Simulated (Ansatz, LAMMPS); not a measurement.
# An extra electron or hole in amorphous poly(ether ketone) (as short chains C54O8H38) at 500 K (200 atoms)

Does an extra electron or hole in amorphous poly(ether ketone) (as short chains C54O8H38) at 500 K (200 atoms) stay spread out, or do the atoms trap it?

Method: Kohn-Sham DFT, PBE+D3(BJ), PAW (set soft_2), plane waves, in Ansatz 0.2.0.

### 1. The structure

The cell holds 200 atoms: 108 C, 16 O and 76 H. Its edges and angles: a = 13.558 Å, b = 13.558 Å, c = 13.558 Å, α = 90.0°, β = 90.0°, γ = 90.0°. 2 poly(ether ketone) chains of 4 units with methyl end groups placed at random, at 1.09 g/cm³; overlaps pushed apart, then 20 ps at 800 K with MMFF94 bonds, angles, torsions, charges and radii (Halgren, J. Comput. Chem. 17, 490 (1996)) in harmonic and 12-6 forms. Snapshot after 30 ps at 500 K and fixed volume.

Limits known from the start: The network of contacts between molecules at the start is that of the classical potential that made the cell, and needn't be the one that DFT or experiment would give. Only the Γ point is sampled, in a cell whose shortest periodic width is 14 Å.

### 2. Single point at the start

The forces at the start show how far the geometry lies from a minimum of this functional.

input.yaml

```yaml
crystal:
  lattice:
    - [13.5576, 0.0, 0.0]
    - [0.0, 13.5576, 0.0]
    - [0.0, 0.0, 13.5576]
  atoms:
    - { symbol: C, position: [0.80208, 0.5298, 0.08396] }
    - { symbol: C, position: [0.91129, 0.55098, 0.10165] }
    - { symbol: C, position: [0.94429, 0.62472, 0.16794] }
    - { symbol: C, position: [0.04039, 0.65687, 0.16266] }
    - { symbol: C, position: [0.10467, 0.60874, 0.09436] }
    - { symbol: C, position: [0.07137, 0.53202, 0.03739] }
    - { symbol: C, position: [0.97713, 0.50087, 0.04252] }
    - { symbol: C, position: [0.20842, 0.63716, 0.09536] }
    - { symbol: O, position: [0.26925, 0.5961, 0.04509] }
    - { symbol: C, position: [0.23918, 0.71633, 0.16532] }
    - { symbol: C, position: [0.20673, 0.80884, 0.14331] }
    - { symbol: C, position: [0.22294, 0.88482, 0.21211] }
    - { symbol: C, position: [0.28515, 0.8704, 0.29229] }
    - { symbol: C, position: [0.31294, 0.77646, 0.31549] }
    - { symbol: C, position: [0.29521, 0.70096, 0.24687] }
    - { symbol: O, position: [0.30952, 0.9505, 0.35625] }
    - { symbol: C, position: [0.38253, 0.9367, 0.42753] }
    - { symbol: C, position: [0.479, 0.90804, 0.41424] }
    - { symbol: C, position: [0.53589, 0.90103, 0.49782] }
    - { symbol: C, position: [0.49298, 0.9086, 0.59342] }
    - { symbol: C, position: [0.39924, 0.93838, 0.6058] }
    - { symbol: C, position: [0.34826, 0.96702, 0.51903] }
    - { symbol: C, position: [0.57022, 0.91296, 0.66824] }
    - { symbol: O, position: [0.65053, 0.94556, 0.64302] }
    - { symbol: C, position: [0.54712, 0.91474, 0.77708] }
    - { symbol: C, position: [0.62548, 0.94685, 0.84445] }
    - { symbol: C, position: [0.61948, 0.91505, 0.93713] }
    - { symbol: C, position: [0.54245, 0.8548, 0.9718] }
    - { symbol: C, position: [0.45924, 0.83652, 0.91425] }
    - { symbol: C, position: [0.47205, 0.85834, 0.815] }
    - { symbol: O, position: [0.55791, 0.80702, 0.06532] }
    - { symbol: C, position: [0.54878, 0.70255, 0.06748] }
    [... 162 atom lines left out ...]
    - { symbol: H, position: [0.88676, 0.06208, 0.53027] }
    - { symbol: H, position: [0.12393, 0.9988, 0.3405] }
    - { symbol: H, position: [0.06786, 0.83304, 0.31652] }
    - { symbol: H, position: [0.02875, 0.28516, 0.44822] }
    - { symbol: H, position: [0.94186, 0.22375, 0.52544] }
    - { symbol: H, position: [0.91916, 0.24751, 0.40256] }
kpoints:
  mp_grid: { grid: [1, 1, 1] }
hamiltonian:
  xc: pbe
  dispersion: d3bj
scf:
  occupations: { method: fixed }
output:
  forces: true
```

Started as:

```sh
$ ansatz run input.yaml --threads 4 --pin off --max-ram 8192MiB --backend cpu --events-out ev --progress --plain --runs-dir out
```

The program printed:

```text
[...]
Pseudopotentials: kind: paw
Pseudopotential: C, paw, valence charge 4, recommended cutoff 420 eV (normal), C.paw.azcp
Pseudopotential: O, paw, valence charge 6, recommended cutoff 420 eV (normal), O.paw.azcp
Pseudopotential: H, paw, valence charge 1, recommended cutoff 420 eV (normal), H.paw.azcp
[... 5 lines on functional and potentials left out ...]
Crystal: 200 atoms, lattice volume = 2492.002 Å³
Basis set: ecut = 420 eV, 48693 PW (Γ), exchange–correlation on 192×192×192 points (8 copies of the dense FFT grid, shifted against one another)
Bands: 502, of which v1, the nominal top of the filled ones, is band 302 counted from 1 (301 counted from 0)
Symmetry: 1 space group operations
Space group: P1 (ITA 1), of the structure as read, at distance tolerance 1.4e-4 Å
k-points: 1
[... 7 lines on functional and potentials left out ...]
Initial density: superposition of atomic densities (neutral atoms: chi_scale 0, normalization atom), corrected by the library's trained network
Initial wavefunctions: pseudopotential atomic-orbital guess
[...]
SCF iter   1: F=—  HF=-37367.504297 eV  |F-HF|=—  |Δ(HF+E_count)|=         —  Δρ=5.60e-3  dr2=8.97e-1  ethr=1.77e-3  ⟨swp⟩=5.0  Hψ=1573  notcnv=0  defer=196
preconditioner: auto → Resta (q_TF=auto, 2.154 Å⁻¹)  ε∞=2.4  [insulator: Δε(μ)=2.486 eV  Ē_g=15.242 eV  n_scr=436 (ndim 8)  ℏωp=18.1 eV  f_vac=0.301  ε∞_Penn≈2.4]
SCF iter   2: F=—  HF=-37367.357921 eV  |F-HF|=—  |Δ(HF+E_count)|=   1.46e-1  Δρ=2.80e-3  dr2=1.40e-1  ethr=1.48e-4  ⟨swp⟩=2.0  Hψ=805  notcnv=0  defer=198
SCF iter   3: F=—  HF=-37367.361167 eV  |F-HF|=—  |Δ(HF+E_count)|=   3.25e-3  Δρ=1.40e-3  dr2=4.64e-2  ethr=2.33e-5  ⟨swp⟩=2.0  Hψ=607  notcnv=0  defer=91
automatic band count: iteration 3 solves 395 bands in place of 502: the levels show a gap, and the empty bands left out lie too high to hold charge; the band table lists the bands solved (type scf.n_extra_bands for more)
SCF iter   4: F=—  HF=-37367.364158 eV  |F-HF|=—  |Δ(HF+E_count)|=   2.99e-3  Δρ=6.77e-4  dr2=1.13e-2  ethr=7.68e-6  ⟨swp⟩=3.0  Hψ=606  notcnv=0  defer=91
SCF iter   5: F=—  HF=-37367.363382 eV  |F-HF|=—  |Δ(HF+E_count)|=   7.76e-4  Δρ=2.03e-4  dr2=1.36e-3  ethr=1.87e-6  ⟨swp⟩=3.0  Hψ=699  notcnv=0  defer=91
[...]
SCF iter  10: F=—  HF=-37367.363488 eV  |F-HF|=—  |Δ(HF+E_count)|=   2.52e-7  Δρ=3.39e-6  dr2=3.17e-7  ethr=2.31e-10  ⟨swp⟩=2.0  Hψ=606  notcnv=0  defer=85
SCF iter  11: F=-37367.363488 eV  HF=-37367.363488 eV  |F-HF|=4.37e-8  |Δ(HF+E_count)|=   5.44e-8  Δρ=1.55e-6  dr2=6.36e-8  ethr=1.66e-11  ⟨swp⟩=5.0  Hψ=1291  notcnv=0
SCF 1 converged in 11 iterations: F = -37367.363488 eV  dr2 = 6.36e-8
[...]
SCF converged after 11 iterations
Free energy (F): -37367.363488 eV
Harris-Foulkes:  -37367.363488 eV  (|F-HF|=4.37e-8)
Internal energy: -37367.363488 eV  (E = F + TS)
E sigma→0 (E₀):  -37367.363488 eV
Fermi energy:    -0.045663 eV
--- Per-component energies (eV) ---
[...]
Σ components = -37367.363488   (vs F -37367.363488, Δ=0.00e0)
--- Forces (eV/Å), atoms counted from 1 ---
  atom   1  C      1.29785743     3.47503951    -2.14440014
  atom   2  C     -1.19521732    -0.74941307     0.02645240
  atom   3  C     -1.50010669    -0.69358112    -0.65696440
  atom   4  C     -0.61528054    -1.88461651    -1.60208516
[...]
atom 200  H     -1.78315508    -0.20559416    -1.81065117
  max |Σ_I F_I| component: 1.16e-4 eV/Å
```

Wall time 23 s (4 threads of Arm Neoverse V2, shared host); peak memory 3 GiB; 88 s of CPU time.

The r.m.s. force at the start is 1.3 eV/Å.

### 3. Relaxation

With the cell held, the atoms are moved downhill towards a nearby minimum.

input.yaml

```yaml
crystal:
  lattice:
    - [13.5576, 0.0, 0.0]
    - [0.0, 13.5576, 0.0]
    - [0.0, 0.0, 13.5576]
  atoms:
    [... the 200 atom lines of step 2 ...]
kpoints:
  mp_grid: { grid: [1, 1, 1] }
hamiltonian:
  xc: pbe
  dispersion: d3bj
scf:
  occupations: { method: fixed }
output:
  forces: true
relax:
  f_tol: 0.05
  max_steps: 120
```

The program printed:

```text
[...]
Crystal: 200 atoms, lattice volume = 2492.002 Å³
Basis set: ecut = 420 eV, 48693 PW (Γ), exchange–correlation on 192×192×192 points (8 copies of the dense FFT grid, shifted against one another)
Bands: 502, of which v1, the nominal top of the filled ones, is band 302 counted from 1 (301 counted from 0)
Symmetry: 1 space group operations
[...]
k-points: 1
[...]
SCF iter   1: F=—  HF=-37367.504297 eV  |F-HF|=—  |Δ(HF+E_count)|=         —  Δρ=5.60e-3  dr2=8.97e-1  ethr=1.77e-3  ⟨swp⟩=5.0  Hψ=1573  notcnv=0  defer=196
[...]
SCF iter   8: F=-37367.363485 eV  HF=-37367.363490 eV  |F-HF|=5.48e-6  |Δ(HF+E_count)|=   1.37e-5  Δρ=1.80e-5  dr2=8.61e-6  ethr=1.03e-8  ⟨swp⟩=4.0  Hψ=1158  notcnv=0
SCF 1 converged in 8 iterations: F = -37367.363485 eV  dr2 = 8.61e-6
[...]
relax step   1: F+E_penalty+E_count = -37367.36348483 eV  Δ(F+E_penalty+E_count) = +0.000e0 eV  max|allowed force component| = 4.540e0 eV/Å  Δτ_max = 0.0000 Å  (8 SCF iters, dr2 threshold 6.25e-5 eV, accepted)
[... from here on, the SCF cycles and remarks between the steps are left out ...]
relax step   2: F+E_penalty+E_count = -37378.30372601 eV  Δ(F+E_penalty+E_count) = -1.094e1 eV  max|allowed force component| = 1.946e0 eV/Å  Δτ_max = 0.1948 Å  (7 SCF iters, dr2 threshold 1.00e-4 eV, accepted)
relax step   3: F+E_penalty+E_count = -37381.04760593 eV  Δ(F+E_penalty+E_count) = -2.744e0 eV  max|allowed force component| = 1.178e0 eV/Å  Δτ_max = 0.1948 Å  (7 SCF iters, dr2 threshold 1.00e-4 eV, accepted)
relax step   4: F+E_penalty+E_count = -37381.66149422 eV  Δ(F+E_penalty+E_count) = -6.139e-1 eV  max|allowed force component| = 1.086e0 eV/Å  Δτ_max = 0.1917 Å  (7 SCF iters, dr2 threshold 1.00e-4 eV, accepted)
relax step   5: F+E_penalty+E_count = -37381.96766194 eV  Δ(F+E_penalty+E_count) = -3.062e-1 eV  max|allowed force component| = 6.210e-1 eV/Å  Δτ_max = 0.1948 Å  (7 SCF iters, dr2 threshold 1.00e-4 eV, accepted)
relax step   6: F+E_penalty+E_count = -37382.12750151 eV  Δ(F+E_penalty+E_count) = -1.598e-1 eV  max|allowed force component| = 1.656e-1 eV/Å  Δτ_max = 0.1969 Å  (7 SCF iters, dr2 threshold 1.00e-4 eV, accepted)
relax step   7: F+E_penalty+E_count = -37382.24371062 eV  Δ(F+E_penalty+E_count) = -1.162e-1 eV  max|allowed force component| = 1.719e-1 eV/Å  Δτ_max = 0.1950 Å  (11 SCF iters, accepted)
relax step   8: F+E_penalty+E_count = -37382.33395421 eV  Δ(F+E_penalty+E_count) = -9.024e-2 eV  max|allowed force component| = 2.389e-1 eV/Å  Δτ_max = 0.1950 Å  (11 SCF iters, accepted)
relax step   9: F+E_penalty+E_count = -37382.40534783 eV  Δ(F+E_penalty+E_count) = -7.139e-2 eV  max|allowed force component| = 3.639e-1 eV/Å  Δτ_max = 0.1966 Å  (7 SCF iters, dr2 threshold 5.71e-5 eV, accepted)
relax step  10: F+E_penalty+E_count = -37382.46462266 eV  Δ(F+E_penalty+E_count) = -5.927e-2 eV  max|allowed force component| = 3.334e-1 eV/Å  Δτ_max = 0.1957 Å  (7 SCF iters, dr2 threshold 1.00e-4 eV, accepted)
relax step  11: F+E_penalty+E_count = -37382.51183246 eV  Δ(F+E_penalty+E_count) = -4.721e-2 eV  max|allowed force component| = 3.411e-1 eV/Å  Δτ_max = 0.1965 Å  (7 SCF iters, dr2 threshold 9.33e-5 eV, accepted)
relax step  12: F+E_penalty+E_count = -37382.54989432 eV  Δ(F+E_penalty+E_count) = -3.806e-2 eV  max|allowed force component| = 5.133e-1 eV/Å  Δτ_max = 0.1962 Å  (7 SCF iters, dr2 threshold 9.76e-5 eV, accepted)
relax step  13: F+E_penalty+E_count = -37382.59055709 eV  Δ(F+E_penalty+E_count) = -4.066e-2 eV  max|allowed force component| = 3.716e-1 eV/Å  Δτ_max = 0.1925 Å  (7 SCF iters, dr2 threshold 1.00e-4 eV, accepted)
relax step  14: F+E_penalty+E_count = -37382.62031283 eV  Δ(F+E_penalty+E_count) = -2.976e-2 eV  max|allowed force component| = 3.689e-1 eV/Å  Δτ_max = 0.1612 Å  (7 SCF iters, dr2 threshold 7.24e-5 eV, accepted)
relax step  15: F+E_penalty+E_count = -37382.64855535 eV  Δ(F+E_penalty+E_count) = -2.824e-2 eV  max|allowed force component| = 2.496e-1 eV/Å  Δτ_max = 0.1984 Å  (8 SCF iters, dr2 threshold 7.13e-5 eV, accepted)
relax step  16: F+E_penalty+E_count = -37382.66954033 eV  Δ(F+E_penalty+E_count) = -2.098e-2 eV  max|allowed force component| = 1.136e-1 eV/Å  Δτ_max = 0.1403 Å  (8 SCF iters, dr2 threshold 2.85e-5 eV, accepted)
relax step  17: F+E_penalty+E_count = -37382.68995485 eV  Δ(F+E_penalty+E_count) = -2.041e-2 eV  max|allowed force component| = 1.276e-1 eV/Å  Δτ_max = 0.1314 Å  (9 SCF iters, dr2 threshold 2.68e-6 eV, accepted)
relax step  18: F+E_penalty+E_count = -37382.71013462 eV  Δ(F+E_penalty+E_count) = -2.018e-2 eV  max|allowed force component| = 1.655e-1 eV/Å  Δτ_max = 0.1925 Å  (9 SCF iters, dr2 threshold 3.37e-6 eV, accepted)
relax step  19: F+E_penalty+E_count = -37382.72359344 eV  Δ(F+E_penalty+E_count) = -1.346e-2 eV  max|allowed force component| = 2.322e-1 eV/Å  Δτ_max = 0.1963 Å  (8 SCF iters, dr2 threshold 2.74e-5 eV, accepted)
relax step  20: F+E_penalty+E_count = -37382.73707514 eV  Δ(F+E_penalty+E_count) = -1.348e-2 eV  max|allowed force component| = 1.775e-1 eV/Å  Δτ_max = 0.1108 Å  (7 SCF iters, dr2 threshold 5.39e-5 eV, accepted)
relax step  21: F+E_penalty+E_count = -37382.74820977 eV  Δ(F+E_penalty+E_count) = -1.113e-2 eV  max|allowed force component| = 1.374e-1 eV/Å  Δτ_max = 0.0840 Å  (7 SCF iters, dr2 threshold 1.84e-5 eV, accepted)
relax step  22: F+E_penalty+E_count = -37382.75517257 eV  Δ(F+E_penalty+E_count) = -6.963e-3 eV  max|allowed force component| = 1.176e-1 eV/Å  Δτ_max = 0.0993 Å  (7 SCF iters, dr2 threshold 1.10e-5 eV, accepted)
relax step  23: F+E_penalty+E_count = -37382.75938430 eV  Δ(F+E_penalty+E_count) = -4.212e-3 eV  max|allowed force component| = 4.242e-2 eV/Å  Δτ_max = 0.0702 Å  (7 SCF iters, dr2 threshold 8.29e-6 eV, accepted)
relax step  24: F+E_penalty+E_count = -37382.75938615 eV  Δ(F+E_penalty+E_count) = -1.854e-6 eV  max|allowed force component| = 4.224e-2 eV/Å  Δτ_max = 0.0000 Å  (5 SCF iters, accepted)
relax step  25: F+E_penalty+E_count = -37382.76329907 eV  Δ(F+E_penalty+E_count) = -3.913e-3 eV  max|allowed force component| = 3.741e-2 eV/Å  Δτ_max = 0.0943 Å  (10 SCF iters, accepted)
relax step  26: F+E_penalty+E_count = -37382.76697656 eV  Δ(F+E_penalty+E_count) = -3.677e-3 eV  max|allowed force component| = 8.947e-2 eV/Å  Δτ_max = 0.1228 Å  (11 SCF iters, accepted)
relax step  27: F+E_penalty+E_count = -37382.77057145 eV  Δ(F+E_penalty+E_count) = -3.595e-3 eV  max|allowed force component| = 7.661e-2 eV/Å  Δτ_max = 0.1015 Å  (8 SCF iters, dr2 threshold 6.28e-6 eV, accepted)
relax step  28: F+E_penalty+E_count = -37382.77448355 eV  Δ(F+E_penalty+E_count) = -3.912e-3 eV  max|allowed force component| = 1.137e-1 eV/Å  Δτ_max = 0.1032 Å  (8 SCF iters, dr2 threshold 4.30e-6 eV, accepted)
relax step  29: F+E_penalty+E_count = -37382.77827817 eV  Δ(F+E_penalty+E_count) = -3.795e-3 eV  max|allowed force component| = 9.362e-2 eV/Å  Δτ_max = 0.0746 Å  (7 SCF iters, dr2 threshold 9.47e-6 eV, accepted)
relax step  30: F+E_penalty+E_count = -37382.78285583 eV  Δ(F+E_penalty+E_count) = -4.578e-3 eV  max|allowed force component| = 8.291e-2 eV/Å  Δτ_max = 0.0925 Å  (8 SCF iters, dr2 threshold 5.95e-6 eV, accepted)
relax step  31: F+E_penalty+E_count = -37382.78558712 eV  Δ(F+E_penalty+E_count) = -2.731e-3 eV  max|allowed force component| = 1.219e-1 eV/Å  Δτ_max = 0.1128 Å  (8 SCF iters, dr2 threshold 4.66e-6 eV, accepted)
relax step  32: F+E_penalty+E_count = -37382.78867351 eV  Δ(F+E_penalty+E_count) = -3.086e-3 eV  max|allowed force component| = 7.765e-2 eV/Å  Δτ_max = 0.0656 Å  (7 SCF iters, dr2 threshold 1.16e-5 eV, accepted)
relax step  33: F+E_penalty+E_count = -37382.79145547 eV  Δ(F+E_penalty+E_count) = -2.782e-3 eV  max|allowed force component| = 6.629e-2 eV/Å  Δτ_max = 0.0535 Å  (10 SCF iters, accepted)
relax step  34: F+E_penalty+E_count = -37382.79411629 eV  Δ(F+E_penalty+E_count) = -2.661e-3 eV  max|allowed force component| = 7.177e-2 eV/Å  Δτ_max = 0.0791 Å  (9 SCF iters, accepted)
relax step  35: F+E_penalty+E_count = -37382.79588209 eV  Δ(F+E_penalty+E_count) = -1.766e-3 eV  max|allowed force component| = 4.363e-2 eV/Å  Δτ_max = 0.1040 Å  (8 SCF iters, dr2 threshold 3.75e-6 eV, accepted)
relax step  36: F+E_penalty+E_count = -37382.79588220 eV  Δ(F+E_penalty+E_count) = -1.112e-7 eV  max|allowed force component| = 4.369e-2 eV/Å  Δτ_max = 0.0000 Å  (4 SCF iters, accepted)
relax step  37: F+E_penalty+E_count = -37382.79705124 eV  Δ(F+E_penalty+E_count) = -1.169e-3 eV  max|allowed force component| = 5.000e-2 eV/Å  Δτ_max = 0.0636 Å  (9 SCF iters, accepted)
relax step  38: F+E_penalty+E_count = -37382.79863819 eV  Δ(F+E_penalty+E_count) = -1.587e-3 eV  max|allowed force component| = 4.540e-2 eV/Å  Δτ_max = 0.0657 Å  (7 SCF iters, dr2 threshold 2.50e-6 eV, accepted)
relax step  39: F+E_penalty+E_count = -37382.79863868 eV  Δ(F+E_penalty+E_count) = -4.968e-7 eV  max|allowed force component| = 4.475e-2 eV/Å  Δτ_max = 0.0000 Å  (4 SCF iters, accepted)
SCF converged after 4 iterations
Free energy (F): -37382.798639 eV
[...]
Internal energy: -37382.798639 eV  (E = F + TS)
E sigma→0 (E₀):  -37382.798639 eV
Fermi energy:    -0.189723 eV
[...]
Σ components = -37382.798639   (vs F -37382.798639, Δ=0.00e0)
--- Forces (eV/Å), atoms counted from 1 ---
  atom   1  C     -0.00785612     0.00307773    -0.00554834
  atom   2  C      0.00231530    -0.00131267     0.00209081
  atom   3  C      0.00236908    -0.00239921    -0.00091622
  atom   4  C      0.00067835    -0.00539311    -0.00218630
[...]
atom 200  H      0.00654037     0.00990362     0.01471802
  max |Σ_I F_I| component: 7.09e-5 eV/Å
--- Relaxed structure (39 steps of the walk, 39 accepted, 0 SCFs on fresh bases) ---
  F+E_penalty+E_count = -37382.79863868 eV   max|allowed force component| = 4.475e-2 eV/Å
  atoms:
    - { symbol: C, position: [0.830766, 0.522108, 0.00103743] }
    - { symbol: C, position: [0.932416, 0.558556, 0.024986] }
    - { symbol: C, position: [0.951773, 0.605651, 0.115074] }
    - { symbol: C, position: [0.045855, 0.639943, 0.137628] }
[...]
- { symbol: H, position: [0.755114, 0.203029, 0.369132] }
```

The job ended after 12 min (4 threads; peak memory 3 GiB; 47 min of CPU time).

The relaxation converged after 39 steps, 15.4 eV below its start, with a largest force component of 0.045 eV/Å.

(Part 1 of 4 ends here.)

[Long decimals in the printed logs are rounded to 6 places.]

[Logs are printed without paths, hosts, clocks, repeated set-up lines and the standing remarks that a program may print on its own settings, such as how far it seeks lower states.]

[Hosts, paths, dates, database ids (printed as entryN), source tags and the programs' standing remarks are cut or masked in the printed files.]

[The MMFF94 radii named for the starting cell were scaled by 0.96; in molecules described by MMFF94, hydrogen bound to N, O or S took a small fixed 12-6 site in their place.]
